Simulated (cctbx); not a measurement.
## Diagnosing a refinement

Cell a = 4.5710 Å, b = 4.5710 Å, c = 11.8430 Å, α = 90.00°, β = 90.00°, γ = 90.00°; space group P4/mmm (no. 123).

The data are simulated with cctbx, not measured: Mo Kα, λ = 0.71073 Å, to d = 0.75 Å, 80 % of the full sphere, strongest reflection 70000 counts, noise from counting, a 4 % proportional error and a noise floor of 8 counts (s.d.); no absorption, and some extinction, which the refinements don't model.

An anisotropic refinement with weights 1/σ² prints:

```text
Rint 0.030, 231 unique reflections to 0.75 A
cycle     R1     wR2    GooF  max shift (A)
   1  0.4319  0.7857  34.060   0.03645
   3  0.1708  0.4016  17.408   0.00038
final R1 0.1708 wR2 0.4015 GooF 17.407  parameters 15  data/parameter 15.4
atom        x        y        z      Ueq    occ   su(xyz)  su(Uiso or U11)
Er1    0.50000  0.50000  0.69329   0.0158  1.000  0.00038  0.0019
Ga1    0.50000  0.00000  0.88333   0.0033  1.000  0.00052  0.0025  NPD
Sn1    0.50000  0.00000  0.50000   0.0233  1.000  0.00000  0.0037
Pd1    0.50000  0.50000  0.00000   0.0125  1.000  0.00000  0.0031
Sn2    0.00000  0.00000  0.69453   0.0569  1.000  0.00123  0.0047
difference map: max 31.39 min -18.55 rms 2.82
Q1    0.5000  0.5000  0.2999    2   33.55  0.08 A from Er1
Q2    0.0000  0.5000  0.1000    4   32.55  0.20 A from Ga1
Q3    0.0000  0.0000  0.2980    2   23.19  0.09 A from Sn2
Q4    0.0000  0.5000  0.5000    2   20.07  0.00 A from Sn1
Q5    0.5000  0.5000  0.0000    1   19.30  0.00 A from Pd1
Q6    0.5000  0.5000  0.4106    2    9.88  1.23 A from Er1
```

Q: Accept it or mend it, and why?

Mend it. The fault: elements exchanged: Sn2 is Ga and Ga1 is Sn. Against the right model at the same level, R1 goes from 0.0112 to 0.1708 and GooF from 1.00 to 17.41, U of Ga1 shrinks from 0.0297 to 0.0033 Å², U of Sn2 swells from 0.0225 to 0.0569 Å², the top difference peak, 33.5 e/Å³, lies on Er1 and Ga1 goes non-positive-definite. Sn2 has 19 electrons too many and its U swells to shed them, as expected; Ga1 has 19 electrons too few and its U shrinks to make up, as expected.

The compound is Er2Ga2Sn6Pd. The right model at the same level gives:

```text
Rint 0.030, 231 unique reflections to 0.75 A
cycle     R1     wR2    GooF  max shift (A)
   1  0.0448  0.1645   7.130   0.00198
   2  0.0112  0.0230   0.998   0.00000
final R1 0.0112 wR2 0.0230 GooF 0.998  parameters 15  data/parameter 15.4
atom        x        y        z      Ueq    occ   su(xyz)  su(Uiso or U11)
Er1    0.50000  0.50000  0.69444   0.0187  1.000  0.00002  0.0001
Sn1    0.50000  0.00000  0.88718   0.0297  1.000  0.00003  0.0001
Sn2    0.50000  0.00000  0.50000   0.0250  1.000  0.00000  0.0002
Pd1    0.50000  0.50000  0.00000   0.0158  1.000  0.00000  0.0002
Ga1    0.00000  0.00000  0.69806   0.0225  1.000  0.00005  0.0002
difference map: max 0.63 min -0.87 rms 0.17
Q1    0.0000  0.5000  0.0000    2    0.67  1.34 A from Sn1
Q2    0.0000  0.2773  0.4228    8    0.51  1.37 A from Sn2
Q3    0.2178  0.5000  0.0462    8    0.46  1.27 A from Sn1
Q4    0.2405  0.2405  0.2980    8    0.43  1.56 A from Ga1
Q5    0.3501  0.3501  0.5000    4    0.43  1.74 A from Sn2
Q6    0.0000  0.5000  0.3973    4    0.42  1.22 A from Sn2
```

The model was made for the exercise: a known structure type with other elements put in, its volume estimated, not relaxed; displacement parameters are assumed.

[Middle refinement cycles are left out of these outputs.]

[Logs are printed without paths, hosts, clocks, repeated set-up lines and the standing remarks that a program may print on its own settings, such as how far it seeks lower states.]
